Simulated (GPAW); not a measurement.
# Core-hole calculation of the B K edge in HfB (Fm-3m), part 2 of 3

What does one-electron theory with a core hole give for the B K edge of HfB (Fm-3m)?

GPAW 26.7.0; X-ray absorption from dipole matrix elements to empty bands, plane-wave PAW PBE.

So far. Step 2 (The field without a hole): The mesh shows no gap, so the system is treated as a metal and the core electron is put at the Fermi level (neutral cell). Step 3 (Spectrum without a core hole, B atom 2): Main maxima below 24 eV (height): 0.4 eV (0.96), 2.6 eV (0.69), 7.4 eV (1.21) and 16.3 eV (2.03). A K edge sees empty p states on the absorber.

**5. Spectrum with XCH, B atom 2**

The holes are 6.5 Å apart. In GPAW the data set carries the hole's charge, so charge=0 means a charged cell and charge=-1 a neutral one. The excited electron is kept in the cell, where it fills the lowest empty states and screens the hole. After the field has converged, empty bands are computed with the density fixed and the dipole matrix elements are summed.

Contents of xas.py:

```python
import numpy as np
from ase import Atoms
from ase.parallel import parprint, paropen
from gpaw import GPAW, PW, FermiDirac, Mixer, MixerDif, setup_paths
from gpaw.test import gen
setup_paths.insert(0, '.')
gen('B', name='fch1s', xcname='PBE', corehole=(1, 0, 1), write_xml=True)
from gpaw.mpi import world
world.barrier()

atoms = Atoms('Hf8B8',
    cell=[[0, 4.62, 4.62],
     [4.62, 0, 4.62],
     [4.62, 4.62, 0]],
    scaled_positions=[[0.25, 0.25, 0.25],
     [0.25, 0.25, 0.75],
     [0.25, 0.75, 0.25],
     [0.75, 0.25, 0.25],
     [0.25, 0.75, 0.75],
     [0.75, 0.25, 0.75],
     [0.75, 0.75, 0.25],
     [0.75, 0.75, 0.75],
     [0, 0, 0],
     [0, 0, 0.5],
     [0, 0.5, 0],
     [0.5, 0, 0],
     [0, 0.5, 0.5],
     [0.5, 0, 0.5],
     [0.5, 0.5, 0],
     [0.5, 0.5, 0.5]],
    pbc=True)
atoms.calc = calc = GPAW(legacy_gpaw=True, mode=PW(430, force_complex_dtype=True), xc='PBE', setups={8: 'fch1s'},
    kpts={'size': (5, 5, 5), 'gamma': True}, occupations=FermiDirac(0.1),
    charge=-1, mixer=Mixer(0.1, 5, 50), maxiter=150,
    convergence={'density': 0.0001, 'eigenstates': 1e-6}, txt='scf.txt')
energy = atoms.get_potential_energy() + calc.get_reference_energy()
ef = calc.get_fermi_level()
out = dict(energy=energy, fermi=ef, forces=atoms.get_forces().tolist())
parprint(f'all-electron energy {energy:.4f} eV, Fermi level {ef:.4f} eV')
ev = np.array([[calc.get_eigenvalues(k, s) for k in range(len(calc.get_ibz_k_points()))] for s in range(calc.get_number_of_spins())])
out['homo'], out['lumo'], out['counts'] = ev[ev < ef].max(), ev[ev > ef].min(), sorted(set((ev < ef).sum((0, 2)).tolist()))
out['filled'] = (ev[:, 0] < ef).sum(1).tolist()

from ase.units import Ha
from gpaw.xas import dipole_matrix_elements
nb = int(calc.get_number_of_electrons() / 2) + 160
top, nb = nb, nb + 8 + nb // 12
nscf = calc.fixed_density(kpts={'size': (6, 6, 6), 'gamma': True}, nbands=nb,
    convergence={'bands': top, 'eigenstates': 5e-3}, maxiter=60, txt='nscf.txt')
cell = atoms.cell.array
ops = [cell.T @ U.T @ np.linalg.inv(cell.T) for U in nscf.wfs.kd.symmetry.op_scc]
E = np.arange(-6, 34, 0.1)
fwhm = np.interp(E, [4, 25], [0.9, 3.5])
Y, X, zero, highest = 0, 0, 1e9, 1e9
for spin in range(nscf.get_number_of_spins()):
    wfs = nscf.wfs
    mine = wfs.bd.get_slice()  # this rank's bands
    A = dipole_matrix_elements(wfs.setups[8])
    eps = np.zeros((wfs.kd.nibzkpts, nb))
    d = np.zeros((3, A.shape[1], wfs.kd.nibzkpts, nb), complex)
    for kpt in wfs.kpt_u:
        if kpt.s == spin and 8 in kpt.P_ani:
            eps[kpt.k, mine] = kpt.eps_n * Ha
            d[:, :, kpt.k, mine] = (kpt.weight * wfs.nspins / 2) ** 0.5 * np.inner(A, kpt.P_ani[8])
    world.sum(eps)
    world.sum(d)
    T = np.einsum('amkn,bmkn->abkn', d, d.conj()).real
    T = sum(np.einsum('ai,ijkn,bj->abkn', R, T, R) for R in ops) / len(ops)
    empty = eps > ef
    zero, highest = min(zero, eps[empty].min()), min(highest, eps[:, top - 1].min())
    lines = [(eps, T, empty)] if spin == 0 else lines + [(eps, T, empty)]
for eps, T, empty in lines:
    f = np.einsum('aakn->akn', T).reshape(3, -1)
    x = eps.ravel() - zero
    w = np.interp(x, E, fwhm) / 2.35482
    g = np.exp(-0.5 * ((E[:, None] - x) / w) ** 2) / (w * (2 * np.pi) ** 0.5)
    Y = Y + (f * empty.ravel()) @ g.T
    X = X + (f * ~empty.ravel()) @ g.T
out.update(E=E.round(2).tolist(), xas=Y.tolist(), xes=X.tolist(), zero=zero, valid=highest - zero, nk=len(eps), nb=nb)
for i in range(0, len(E), 10):
    parprint(f'{E[i]:7.2f}', *(f'{v:10.3e}' for v in Y[:, i]))
import json
with paropen('out.json', 'w') as f:
    json.dump(out, f)
```

Run with:

```console
$ OMP_NUM_THREADS=1 mpirun -n 4 gpaw python xas.py
```

Numbers of over 12 decimals in the logs are rounded to 6 here.

The log of the run:

```text
Input parameters:
  charge: -1
  convergence: {density: 0.0001,
                eigenstates: 1e-06}
  kpts: {gamma: True,
         size: (5, 5, 5)}
  maxiter: 150
  mixer: {backend: pulay,
          beta: 0.1,
          method: separate,
          nmaxold: 5,
          weight: 50}
  mode: {ecut: 430.0,
         force_complex_dtype: True,
         name: pw}
  occupations: {fixmagmom: False,
                name: fermi-dirac,
                width: 0.1}
  setups: {8: fch1s}
  xc: PBE

Initialize ...

[... PAW data sets ...]

Reference energy: -3284237.764403  # eV

Spin-paired calculation

[... convergence settings ...]
Symmetries present (total): 48
  [... symmetry matrices ...]

125 k-points: 5 x 5 x 5 Monkhorst-Pack grid
10 k-points in the irreducible part of the Brillouin zone
       k-points in crystal coordinates                weights
   0:     0.00000000    0.00000000    0.00000000          1/125
   1:     0.20000000    0.20000000    0.00000000          6/125
   2:     0.20000000    0.20000000    0.20000000          8/125
   3:     0.40000000    0.20000000   -0.20000000         24/125
   4:     0.40000000    0.20000000    0.20000000         12/125
   5:     0.40000000    0.40000000   -0.40000000         24/125
   6:     0.40000000    0.40000000   -0.20000000         12/125
   7:     0.40000000    0.40000000    0.00000000          6/125
   8:     0.40000000    0.40000000    0.20000000         24/125
   9:     0.40000000    0.40000000    0.40000000          8/125

Wave functions: Plane wave expansion
  Cutoff energy: 430.000 eV
  Number of coefficients (min, max): 3963, 4015
  Pulay-stress correction: 0.000000 eV/Ang^3 (de/decut=0.000000)
  Using FFTW library
  Wavefunction extrapolation:
    Improved wavefunction reuse through dual PAW basis

Occupation numbers: Fermi-Dirac:
  width: 0.1000  # eV

Eigensolver
   Davidson(niter=2)

Densities:
  Coarse grid: 32*32*32 grid
  Fine grid: 64*64*64 grid
  Total Charge: 0.000000

Density mixing:
  Method: separate
  Backend: pulay
  Linear mixing parameter: 0.1
  old densities: 5
  Width of damping distribution: 1.1
  Damping of long wavelength oscillations: 50

[... Hamiltonian set-up ...]
Number of atoms: 16
Number of atomic orbitals: 136
Number of bands in calculation: 77
Number of valence electrons: 121
Bands to converge: occupied

... initialized

Initializing position-dependent things.

Density initialized from atomic densities
Creating initial wave functions:
  77 bands from LCAO basis set

                             Hf
                      Hf
                       Hf

                Hf    B    Hf
              B     Hf

                B     Hf
         B    Hf    B

             B
              B
       B

Atomic positions and initial magnetic moments

Positions:
   0 Hf     2.310000    2.310000    2.310000    ( 0.0000,  0.0000,  0.0000)
   1 Hf     4.620000    4.620000    2.310000    ( 0.0000,  0.0000,  0.0000)
   2 Hf     4.620000    2.310000    4.620000    ( 0.0000,  0.0000,  0.0000)
   3 Hf     2.310000    4.620000    4.620000    ( 0.0000,  0.0000,  0.0000)
   4 Hf     6.930000    4.620000    4.620000    ( 0.0000,  0.0000,  0.0000)
   5 Hf     4.620000    6.930000    4.620000    ( 0.0000,  0.0000,  0.0000)
   6 Hf     4.620000    4.620000    6.930000    ( 0.0000,  0.0000,  0.0000)
[...]
13 B      2.310000    4.620000    2.310000    ( 0.0000,  0.0000,  0.0000)
  14 B      2.310000    2.310000    4.620000    ( 0.0000,  0.0000,  0.0000)
  15 B      4.620000    4.620000    4.620000    ( 0.0000,  0.0000,  0.0000)

Unit cell:
           periodic     x           y           z      points  spacing
  1. axis:    yes    0.000000    4.620000    4.620000    32     0.1667
  2. axis:    yes    4.620000    0.000000    4.620000    32     0.1667
  3. axis:    yes    4.620000    4.620000    0.000000    32     0.1667

  Lengths:   6.533667   6.533667   6.533667
  Angles:   60.000000  60.000000  60.000000

Effective grid spacing dv^(1/3) = 0.1819

iter:   1  -152.299358
iter:   2  -142.140390   -0.74  -0.96
iter:   3  -134.039034   -0.21  -1.04
iter:   4  -133.844084   -1.15  -1.35
iter:   5  -133.542010   -1.08  -1.42
iter:   6  -133.778393   -1.10  -1.64
iter:   7  -133.817282   -1.96  -2.00
iter:   8  -133.796754c  -2.27  -2.33
iter:   9  -133.782584c  -3.17  -2.40
iter:  10  -133.783310c  -3.30  -2.85
iter:  11  -133.781725c  -4.59  -3.00
iter:  12  -133.781135c  -3.65  -3.13
iter:  13  -133.780896c  -4.43  -3.13
iter:  14  -133.780852c  -5.97  -3.60
iter:  15  -133.780806c  -5.31  -3.71
iter:  16  -133.780854c  -5.91  -3.88
iter:  17  -133.780834c  -6.99c -4.10c

Converged after 17 iterations.

Dipole moment: (-0.000000, -0.000000, -0.000000) |e|*Ang

Energy contributions relative to reference atoms: (reference = -3284237.764403)

Kinetic:       +300.797744
Potential:     -272.850478
External:        +0.000000
XC:            -157.925109
Entropy (-ST):   -0.245990
Local:           -3.679995
SIC:             +0.000000
--------------------------
Free energy:   -133.903829
Extrapolated:  -133.780834

Showing only first 2 kpts
 Kpt  Band  Eigenvalues  Occupancy
  0    58     12.22917    0.00000
  0    59     12.22917    0.00000
  0    60     12.22923    0.00000
  0    61     12.63678    0.00000

  1    58     10.83584    0.06442
  1    59     11.28884    0.00072
  1    60     11.58307    0.00004
[...]
Fermi level: 10.49557

No gap
No difference between direct/indirect transitions

Forces in eV/Ang:
  0 Hf   -0.00000    0.00000    0.00000
  1 Hf    0.00000    0.00000   -1.47024
  2 Hf   -0.00000   -1.47024    0.00000
  3 Hf   -1.47024    0.00000    0.00000
  4 Hf    1.47024    0.00000   -0.00000
  5 Hf    0.00000    1.47024    0.00000
  6 Hf    0.00000   -0.00000    1.47024
[...]
13 B    -0.00000    0.00000   -0.00000
 14 B    -0.00000    0.00000    0.00000
 15 B     0.00000    0.00000    0.00000
Scalar-relativistic atomic PBE calculation for B (Boron, Z=5)
Core hole in 1s state (1s occupation: 1.0)
300 radial gridpoints.
|------------------------------------------------|
|------------------------------------------------|
[... the atom generator's iteration count ...]

Energy contributions:
-------------------------
Kinetic:      +16.923827
XC:            -2.446370
Potential:    -31.470903
-------------------------
Total:        -16.993446

state      eigenvalue         ekin         rmax
-----------------------------------------------
1s^1.0 :    -8.619813    12.014061        0.202
2s^2.0 :    -0.872538     1.686908        1.272
2p^1.0 :    -0.649578     1.535951        1.118
-----------------------------------------------
(units: Bohr and Hartree)

Generating PAW setup
Kinetic energy of the core from tauc = 12.018096
Cutoffs:
rc(s)=1.200
rc(p)=1.200
rc(d)=1.200
rc(vbar)=1.080
rc(comp)=1.200
rc(nct)=1.200

Kinetic energy of the core states: 12.014061
Charge: 1.0
Core electrons: 1.0
Valence electrons: 3.0
Pseudo-core charge: 0.035742
Shape function alpha=6.944
Pseudo-electron charge 3.043936
state    eigenvalue         norm
--------------------------------
2s(2) :    -0.872538     1.031866
*s    :     0.127462
2p(1) :    -0.649578     0.944462
*p    :     0.350422
*d    :     0.000000
--------------------------------

Diagonalizing with gridspacing h=0.050

state   all-electron     PAW
-------------------------------
2s:      -0.872538    -0.873275
2p:      -0.649578    -0.650581
*d:                   -0.077574
*f:                   -0.014711
-------------------------------
all-electron energy -3284371.5452 eV, Fermi level 10.4956 eV
[...]
31.00  4.242e-04  4.242e-04  4.242e-04
  32.00  4.125e-04  4.125e-04  4.125e-04
  33.00  3.597e-04  3.597e-04  3.597e-04
```

The job ended after 90 s (4 MPI ranks of Intel Xeon Platinum 8488C (Sapphire Rapids), shared host; peak memory 0.44 GiB).

The B K spectrum, B atom 2, excited-electron core hole (neutral cell) (energy from the lowest empty level; intensity scaled to a mean of 1 over the first 20 eV):

```
E (eV)  intensity
  -2.0       0.00
  -1.0       0.00
   0.0       0.35
   1.0       0.73
   2.0       0.77
   3.0       0.70
   4.0       0.70
   5.0       0.93
   6.0       1.33
   7.0       1.42
   8.0       1.01
   9.0       0.67
  10.0       0.48
  11.0       0.68
  12.0       1.15
  13.0       1.89
  14.0       1.93
  15.0       1.60
  16.0       1.33
  17.0       0.99
  18.0       0.70
  19.0       0.48
  20.0       0.32
  21.0       0.26
  22.0       0.28
  23.0       0.30
  24.0       0.30
  25.0       0.33
  26.0       0.39
  27.0       0.45
  28.0       0.53
  29.0       0.65
  30.0       0.82
  31.0       0.92
  32.0       0.90
```

Main maxima below 24 eV (height): 2.4 eV (0.78), 7.0 eV (1.42) and 13.5 eV (2.02). 

The total-energy difference is 190.67 eV. One term is added: -5.59 eV, since the hole is spin-paired here and a spin-polarised one costs that much less in the free atom (computed apart). The photon energy is then 185.08 eV. The functional leaves an error of a few eV in such absolute values.

**6. Spectrum with FCH, B atom 2**

The holes are 6.5 Å apart. In GPAW the data set carries the hole's charge, so charge=0 means a charged cell and charge=-1 a neutral one. The excited electron is left out and a uniform background balances the charge. After the field has converged, empty bands are computed with the density fixed and the dipole matrix elements are summed.

Changed against the first core-hole run: core hole to FCH.

xas.py, as its differences from that of step 5:

```diff
@@ -33,3 +33,3 @@
     kpts={'size': (5, 5, 5), 'gamma': True}, occupations=FermiDirac(0.1),
-    charge=-1, mixer=Mixer(0.1, 5, 50), maxiter=150,
+    charge=0, mixer=Mixer(0.1, 5, 50), maxiter=150,
     convergence={'density': 0.0001, 'eigenstates': 1e-6}, txt='scf.txt')
```

The log of the run:

```text
Input parameters:
  convergence: {density: 0.0001,
                eigenstates: 1e-06}
  kpts: {gamma: True,
         size: (5, 5, 5)}
  maxiter: 150
  mixer: {backend: pulay,
          beta: 0.1,
          method: separate,
          nmaxold: 5,
          weight: 50}
  mode: {ecut: 430.0,
         force_complex_dtype: True,
         name: pw}
  occupations: {fixmagmom: False,
                name: fermi-dirac,
[...]
*p    :     0.350422
*d    :     0.000000
--------------------------------

Diagonalizing with gridspacing h=0.050

state   all-electron     PAW
-------------------------------
2s:      -0.872538    -0.873275
2p:      -0.649578    -0.650581
*d:                   -0.077574
*f:                   -0.014711
-------------------------------
all-electron energy -3284381.9695 eV, Fermi level 10.4056 eV
[...]
32.00  4.180e-04  4.180e-04  4.180e-04
  33.00  3.680e-04  3.680e-04  3.680e-04
[key lines of the parts left out:]
Converged after 17 iterations.
Dipole moment: (-0.000000, -0.000000, -0.000000) |e|*Ang
Free energy:   -144.351822
Fermi level: 10.40560
```

It took 89 s on 4 MPI ranks; peak memory 0.44 GiB.

```
E (eV)  first run  this run
  -2.0       0.00      0.00
  -1.0       0.00      0.00
   0.0       0.35      0.39
   1.0       0.73      0.75
   2.0       0.77      0.76
   3.0       0.70      0.72
   4.0       0.70      0.66
   5.0       0.93      0.89
   6.0       1.33      1.29
   7.0       1.42      1.41
   8.0       1.01      1.08
   9.0       0.67      0.71
  10.0       0.48      0.49
  11.0       0.68      0.64
  12.0       1.15      1.05
  13.0       1.89      1.79
  14.0       1.93      1.95
  15.0       1.60      1.63
  16.0       1.33      1.37
  17.0       0.99      1.03
  18.0       0.70      0.73
  19.0       0.48      0.51
  20.0       0.32      0.34
  21.0       0.26      0.26
  22.0       0.28      0.27
  23.0       0.30      0.30
  24.0       0.30      0.30
  25.0       0.33      0.32
  26.0       0.39      0.37
  27.0       0.45      0.44
  28.0       0.53      0.51
  29.0       0.65      0.62
  30.0       0.82      0.79
  31.0       0.92      0.91
  32.0       0.90      0.91
```

The scaled spectrum changes by 4 % r.m.s. The highest intensity below 16 eV goes from 13.5 eV (2.02) to 13.7 eV (2.00).

The photon energy of the zero moves by -0.01 eV.

**7. Reference energy of the cell**

The cell and mesh change for the next run, so it gets a reference energy of its own.

Contents of scf.py:

```python
import numpy as np
from ase import Atoms
from ase.parallel import parprint, paropen
from gpaw import GPAW, PW, FermiDirac, Mixer, MixerDif, setup_paths
from gpaw.test import gen
setup_paths.insert(0, '.')
gen('B', name='nch1s', xcname='PBE', corehole=(1, 0, 0), write_xml=True)
from gpaw.mpi import world
world.barrier()

atoms = Atoms('HfB',
    cell=[[0, 2.31, 2.31],
     [2.31, 0, 2.31],
     [2.31, 2.31, 0]],
    scaled_positions=[[0.5, 0.5, 0.5],
     [0, 0, 0]],
    pbc=True)
atoms.calc = calc = GPAW(legacy_gpaw=True, mode=PW(430, force_complex_dtype=True), xc='PBE', setups={1: 'nch1s'},
    kpts={'size': (9, 9, 9), 'gamma': True}, occupations=FermiDirac(0.1),
    charge=0, mixer=Mixer(0.1, 5, 50), maxiter=150,
    convergence={'density': 0.0001, 'eigenstates': 1e-6}, txt='scf.txt')
energy = atoms.get_potential_energy() + calc.get_reference_energy()
ef = calc.get_fermi_level()
out = dict(energy=energy, fermi=ef, forces=atoms.get_forces().tolist())
parprint(f'all-electron energy {energy:.4f} eV, Fermi level {ef:.4f} eV')
ev = np.array([[calc.get_eigenvalues(k, s) for k in range(len(calc.get_ibz_k_points()))] for s in range(calc.get_number_of_spins())])
out['homo'], out['lumo'], out['counts'] = ev[ev < ef].max(), ev[ev > ef].min(), sorted(set((ev < ef).sum((0, 2)).tolist()))
out['filled'] = (ev[:, 0] < ef).sum(1).tolist()
import json
with paropen('out.json', 'w') as f:
    json.dump(out, f)
```

Run with:

```console
$ OMP_NUM_THREADS=1 mpirun -n 4 gpaw python scf.py
```

The log of the run:

```text
Input parameters:
  convergence: {density: 0.0001,
                eigenstates: 1e-06}
  kpts: {gamma: True,
         size: (9, 9, 9)}
  maxiter: 150
  mixer: {backend: pulay,
          beta: 0.1,
          method: separate,
          nmaxold: 5,
          weight: 50}
  mode: {ecut: 430.0,
         force_complex_dtype: True,
         name: pw}
  occupations: {fixmagmom: False,
                name: fermi-dirac,
[...]
2s(2) :    -0.347030     1.005232
*s    :     0.652970
2p(1) :    -0.132526     0.982729
*p    :     0.867474
*d    :     0.000000
--------------------------------

Diagonalizing with gridspacing h=0.050

state   all-electron     PAW
-------------------------------
2s:      -0.347030    -0.347449
2p:      -0.132526    -0.132867
*d:                    0.040435
*f:                    0.071313
-------------------------------
all-electron energy -410570.2891 eV, Fermi level 10.4455 eV
[key lines of the parts left out:]
Converged after 13 iterations.
Dipole moment: (-0.000000, -0.000000, 0.000000) |e|*Ang
Free energy:    -14.697847
Fermi level: 10.44550
```

The job ended after 4.2 s (4 MPI ranks; peak memory 0.17 GiB).

(Part 2 of 3 ends here.)

[Banner, clock and machine lines of the logs are left out without a mark of their own.]

[Logs are printed without paths, hosts, clocks, repeated set-up lines and the standing remarks that a program may print on its own settings, such as how far it seeks lower states.]

[Hosts, paths, dates, database ids (printed as entryN), source tags and the programs' standing remarks are cut or masked in the printed files.]

[Lists of maxima count a maximum above −3 eV only where it reaches 4 % of the highest in the window and stands out from its surroundings by 2 % of it (1.5 % where it reaches 55 %); shoulders and weaker maxima are passed over, and of the rest the first, up to two pre-edge ones and the few strongest are named.]
